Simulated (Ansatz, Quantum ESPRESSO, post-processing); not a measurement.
# Ballistic transmission: vacuum gap of 3.5 Å between two Pt(111) faces, part 4 of 4

Wanted: the transmission near the Fermi level and the conductance of this junction: vacuum gap of 3.5 Å between two Pt(111) faces.

Quantum ESPRESSO 7.5; plane-wave DFT, LDA, GBRV ultrasoft pseudopotentials; cross-check by Ansatz 0.2.0 with PAW datasets.

So far. Step 3 (The open system): The run is unpolarised; a magnetic state was not tried, may lie lower and would change T. Step 3 (The open system): At no point does T exceed the number of channels.

## Step 6: Cross-check with Ansatz

A second code with its own PAW datasets, on the same atoms.

Level of this step: plane-wave DFT, LDA, Ansatz PAW (Ansatz 0.2.0).

Input file input.yaml:

```yaml
crystal:
  lattice:
    - [2.8072139213, 0.0, 0.0]
    - [1.4036069607, 2.4311185697, 0.0]
    - [0.0, 0.0, 42.4653696676]
  atoms:
    - { symbol: Pt, position: [0.0, 0.0, 0.0] }
    - { symbol: Pt, position: [0.333333333, 0.333333333, 0.0539752883] }
    - { symbol: Pt, position: [0.666666667, 0.666666667, 0.1079505765] }
    - { symbol: Pt, position: [0.0, 0.0, 0.1619258648] }
    - { symbol: Pt, position: [0.333333333, 0.333333333, 0.215901153] }
    - { symbol: Pt, position: [0.666666667, 0.666666667, 0.2698764413] }
    - { symbol: Pt, position: [0.0, 0.0, 0.3238517295] }
    - { symbol: Pt, position: [0.333333333, 0.333333333, 0.3778270178] }
    - { symbol: Pt, position: [0.666666667, 0.666666667, 0.431802306] }
    - { symbol: Pt, position: [0.0, 0.0, 0.5142224057] }
    - { symbol: Pt, position: [0.333333333, 0.333333333, 0.568197694] }
    - { symbol: Pt, position: [0.666666667, 0.666666667, 0.6221729822] }
    - { symbol: Pt, position: [0.0, 0.0, 0.6761482705] }
    - { symbol: Pt, position: [0.333333333, 0.333333333, 0.7301235587] }
    - { symbol: Pt, position: [0.666666667, 0.666666667, 0.784098847] }
    - { symbol: Pt, position: [0.0, 0.0, 0.8380741352] }
    - { symbol: Pt, position: [0.333333333, 0.333333333, 0.8920494235] }
    - { symbol: Pt, position: [0.666666667, 0.666666667, 0.9460247117] }
kpoints:
  mp_grid: { grid: [10, 10, 1] }
hamiltonian:
  xc: lda
scf:
  occupations: { method: fermi_dirac, width: 0.1 }
  convergence: { dr2_threshold: 1.0e-08 }
output:
  transmission: { leads: [[0, 3]], e_range: [-0.4, 0.4], de: 0.4, kmesh: [12, 12] }
  write_potential: true
  write_density: true
  volumetric_format: npy
```

Launch:

```sh
> ansatz run input.yaml --threads 4 --pin off --max-ram 8192MiB --backend cpu --events-out ev --progress --plain --runs-dir out
```

Numbers of over 12 decimals in the logs are rounded to 6 here.

Output:

```text
Engine: ansatz 0.2.0, aarch64-unknown-linux-gnu
Pseudopotentials: kind: paw
Pseudopotential: Pt, paw, valence charge 18, recommended cutoff 420 eV (normal), Pt.paw.azcp
Functional definition: SPW92
  exchange = slater_x
  correlation = pw_c
Crystal: 18 atoms, lattice volume = 289.812 Å³
Basis set: ecut = 420 eV, 5709 PW (Γ)
Bands: 195, of which v1, the nominal top of the filled ones, is band 162 counted from 1 (161 counted from 0)
Symmetry: 12 space group operations
Space group: P-3m1 (ITA 164), of the structure as read, at distance tolerance 6.6e-5 Å
k-points: 14 of 100
Non-local potential: Pt, projectors of the file, l = 0: 3, l = 1: 2, l = 2: 2, l = 3: 1
PAW form: soft (Blöchl's): semilocal exchange-correlation on the pseudo side does not see the compensation charge
PAW frozen core: Pt, regenerated for the run's functional, and the local potential with it (the file was generated under x = pbe(κ = 0.804, μ = 0.219515), c = pbe(β = 0.066725))
PAW one-centre angular grid: Pt, 590 points (default); XC on 64 Gauss nodes
Initial density: superposition of atomic densities (neutral atoms: chi_scale 0, normalization atom), corrected by the library's trained network
Initial wavefunctions: pseudopotential atomic-orbital guess
Functional: x = slater, c = lda
SCF iter   1: F=—  HF=-220408.069991 eV  |F-HF|=—  |Δ(HF+E_count)|=         —  Δρ=1.33e-2  dr2=3.57e1  ethr=1.77e-3  ⟨swp⟩=5.1  Hψ=8990  notcnv=0  defer=146
preconditioner: auto → Kerker (q_TF=auto, 2.779 Å⁻¹)  [metal: Δε(μ)=0.005 eV  Ē_g=8.420 eV  σ=0.100 eV  W_gap=0.01  n_scr=114 (ndim 8)  ℏωp=29.3 eV  f_vac=0.006  D(μ)=33.14/eV (n_scr^D=432)]
SCF iter   2: F=—  HF=-220408.022648 eV  |F-HF|=—  |Δ(HF+E_count)|=   4.73e-2  Δρ=6.38e-3  dr2=1.11e1  ethr=1.77e-3  ⟨swp⟩=1.1  Hψ=3162  notcnv=0  defer=133
SCF iter   3: F=—  HF=-220408.000888 eV  |F-HF|=—  |Δ(HF+E_count)|=   2.18e-2  Δρ=9.43e-4  dr2=5.01e-1  ethr=1.77e-3  ⟨swp⟩=1.0  Hψ=2533  notcnv=0  defer=133
SCF iter   4: F=—  HF=-220407.998389 eV  |F-HF|=—  |Δ(HF+E_count)|=   2.50e-3  Δρ=3.55e-4  dr2=5.80e-2  ethr=1.55e-4  ⟨swp⟩=1.0  Hψ=2533  notcnv=0  defer=137
SCF iter   5: F=—  HF=-220407.998097 eV  |F-HF|=—  |Δ(HF+E_count)|=   2.92e-4  Δρ=1.48e-4  dr2=6.44e-4  ethr=1.79e-5  ⟨swp⟩=1.0  Hψ=2533  notcnv=0  defer=137
SCF iter   6: F=—  HF=-220407.998095 eV  |F-HF|=—  |Δ(HF+E_count)|=   2.19e-6  Δρ=5.31e-5  dr2=1.51e-4  ethr=1.99e-7  ⟨swp⟩=1.9  Hψ=2725  notcnv=0  defer=137
SCF iter   7: F=—  HF=-220407.998058 eV  |F-HF|=—  |Δ(HF+E_count)|=   3.75e-5  Δρ=1.80e-5  dr2=9.16e-6  ethr=4.67e-8  ⟨swp⟩=1.9  Hψ=2962  notcnv=0  defer=137
SCF iter   8: F=—  HF=-220407.998853 eV  |F-HF|=—  |Δ(HF+E_count)|=   7.95e-4  Δρ=6.80e-6  dr2=9.52e-7  ethr=2.83e-9  ⟨swp⟩=2.0  Hψ=3164  notcnv=0  defer=137
SCF iter   9: F=—  HF=-220407.998853 eV  |F-HF|=—  |Δ(HF+E_count)|=   5.95e-8  Δρ=2.09e-6  dr2=2.26e-7  ethr=2.94e-10  ⟨swp⟩=2.0  Hψ=3152  notcnv=0  defer=137
SCF iter  10: F=—  HF=-220407.998853 eV  |F-HF|=—  |Δ(HF+E_count)|=   2.27e-9  Δρ=6.65e-7  dr2=5.82e-8  ethr=6.97e-11  ⟨swp⟩=1.1  Hψ=2534  notcnv=0  defer=137
SCF iter  11: F=-220407.998853 eV  HF=-220407.998853 eV  |F-HF|=3.23e-9  |Δ(HF+E_count)|=  3.20e-10  Δρ=1.93e-7  dr2=3.28e-9  ethr=3.09e-12  ⟨swp⟩=8.6  Hψ=8259  notcnv=0
SCF 1 converged in 11 iterations: F = -220407.998853 eV  dr2 = 3.28e-9
  greatest PAW one-centre occupation: 1.000 electrons in one spin orbital (limit 2), on the Pt atom at site 11 (counted from 0), in its partial waves of l = 0
transmission: 144 of 1425 steps passed
transmission: 285 of 1425 steps passed
[...]
transmission: 1425 of 1425 steps passed
SCF converged after 11 iterations
Free energy (F): -220407.998853 eV
Harris-Foulkes:  -220407.998853 eV  (|F-HF|=3.23e-9)
Internal energy: -220406.925825 eV  (E = F + TS)
E sigma→0 (E₀):  -220407.462339 eV
Entropy (-TS):   -1.073028 eV (-59.613 meV/atom)
Fermi energy:    21.116909 eV
--- Per-component energies (eV) ---
  E_band       = -2989.786021
  E_kinetic    = 11461.393263
  E_local      = -35874.085666  (includes V_loc(G=0)·N_el)
  E_nonlocal   = 3725.259620
  E_hartree    = 14216.898882
  E_xc         = -4674.798622
  E_vxc        = -5433.412178  (∫ρ·V_xc dr)
  E_paw        = -165194.829249  (= ΣΔE_a)
  E_vpaw       = -5302.748863  (= ΣTr[D̂ρ^β])
  E_aug_tail   = 0.003225  (compensation charges beyond the density's cutoff)
  E_ewald      = -44075.116929
  E_core_change = 8.349650  (= ΣΔE_core)
  E_smearing   = -1.073028  (= −TS)
  E_closure    = 0.000000  (closes the sum)
  Σ components = -220407.998853   (vs F -220407.998853, Δ=0.00e0)
--- Band table (eV; the first three rows and the last of 14) ---
  k-point 0: bands = [... 158 lower, 19.7901, 19.9492, 19.9492, 20.1248, 20.1291, 20.1291, 20.2335, 20.3362, ... 29 higher]
  k-point 1: bands = [... 158 lower, 19.7755, 19.8635, 19.8675, 19.9959, 19.9994, 20.1667, 20.2726, 20.3639, ... 29 higher]
  k-point 2: bands = [... 158 lower, 19.9033, 19.9988, 20.0966, 20.2302, 20.2417, 20.2884, 20.4132, 20.5950, ... 29 higher]
  k-point 13: bands = [... 158 lower, 20.9906, 21.0953, 21.1634, 21.2325, 24.2859, 24.3578, 24.4658, 24.6598, ... 29 higher]
--- Transmission ---
  basis      : 61 plane waves across, 75 finite elements along
  points     : 19, standing for a mesh of 12 x 12
  energies   : 3 from -0.400000 to 0.400000 eV about the Fermi level, 0.400000 eV apart; the leads are filled to 0.000000 eV, and channels, transmission and decay are at 0.000000 eV
  crystal 0  : Pt3, at the sites [0, 3], period 6.8762 Å, over 41.26 Å; its Hamiltonian steps by up to 4.7 meV
    offset         : up to 0.0000 Å between an atom of the period and one for which it stands
    channels       : 1.888889e0 a spin
    conductance    : none, the energies end too early or step too widely for 300 K: set another output.transmission.e_range or a lower de, or, where they end at an eighth of basis.ecutwfc, a higher one
    slowest decay  : 0.1760 /Å at (-0.3333, 0.3333)
  junction   : crystal 0 to crystal 0, -0.45 to 35.14 Å
    transmission   : 5.555851e-1 a spin
    conductance    : none, the energies end too early or step too widely for 300 K: set another output.transmission.e_range or a lower de, or, where they end at an eighth of basis.ecutwfc, a higher one
```

Run time: 20 s. Hardware: 4 threads of Arm Neoverse V2, shared host; peak memory 1.5 GiB.

Read from the output:

| Item | Value |
| --- | --- |
| free energy | -220407.9989 eV |
| energy at zero smearing | -220407.4623 eV |
| smearing term TS | 1.073 eV |
| Fermi energy | 21.12 eV |
| symmetry operations | 12 |
| transmission at the Fermi level, one spin | 0.5556 |
| step of the lead's Hamiltonian over a period | 4.7 meV |

Per spin; mean over the k mesh across the current. Table of transmission, zone mean by energy, zero at the Fermi level:

| energy (eV) | transmission, zone mean |
| --- | --- |
| -0.400 | 0.649 |
| 0.000 | 0.556 |
| 0.400 | 0.358 |

Per spin; mean over the k mesh across the current. The open channels, zone mean by energy, zero at the Fermi level:

| energy (eV) | open channels, zone mean |
| --- | --- |
| -0.400 | 1.75 |
| 0.000 | 1.89 |
| 0.400 | 1.02 |

Ansatz finds T = 0.556 against pwcond's 0.563.

## Step 7: All levels side by side

All levels:

| step | T at the Fermi level (per spin) | conductance (G0) | r.m.s. T(E) from the first | CPU time of the step (s) | peak memory (GiB) |
| --- | --- | --- | --- | --- | --- |
| Ansatz | 0.5556 | - | 0 | 71.05 | 1.451 |
| pwcond | 0.5629 | 0.5629 | 0.005812 | 428.9 | 0.3 |
| pwcond, changed setting | 0.5823 | 0.5823 | 0.02926 | 237.5 | 0.27 |

Per spin; mean over the k mesh across the current. Transmission, zone mean against energy, zero at the Fermi level:

| energy (eV) | Ansatz | pwcond | pwcond, changed setting |
| --- | --- | --- | --- |
| -0.400 | 0.649 | 0.655 | 0.607 |
| 0.000 | 0.556 | 0.563 | 0.582 |
| 0.400 | 0.358 | 0.358 | 0.370 |

## Step 8: A check by hand

The Landauer sum over the mesh, Σ w T = 0.0833 × 0.764 + 0.0833 × 0.714 + 0.0833 × 0.664 + … = 0.5629.

G = 0.563 × 77.48 µS = 43.6 µS a cell. Times the area of 6.825 Å², the resistance-area product is A/G = 1.56 fΩ m², the leads' contact resistance included.

## Step 9: What came out

```yaml
conductance_from_t_at_the_fermi_level_a_cell: 0.563 G₀
conductance_per_area: 639 S/μm²
lead_channels_per_spin: 1.89
the_same_conductance_by_ansatz: 0.556 G₀
```

In words: The junction conducts 0.563 G₀ a cell at the Fermi level (LDA, GBRV ultrasoft). At the Fermi level the junction passes 30 % of what the leads offer. At the Fermi level pwcond and Ansatz differ by 1.3 %, a close match. The mean rests on 19 distinct points, the heaviest weighing 0.08, and the mesh was not tested, so even the second digit is unsure. Over -0.4 to 0.4 eV, T lies between 0.36 and 0.66 per spin. The geometry is as built, not relaxed, and the leads are short. Semilocal functionals lack the image potential in a vacuum gap. Spin-orbit coupling is left out; depending on the atoms that carry the levels of interest, it can split and shift them by tenths of an eV to an eV or more.

[Logs are printed without paths, hosts, clocks, repeated set-up lines and the standing remarks that a program may print on its own settings, such as how far it seeks lower states.]

[Hosts, paths, dates, database ids (printed as entryN), source tags and the programs' standing remarks are cut or masked in the printed files.]

[Maps of the electrostatic potential energy from Ansatz leave out the sawtooth potential of an applied field or a dipole correction, so their vacuum need not be flat; planar profiles and work functions include it.]
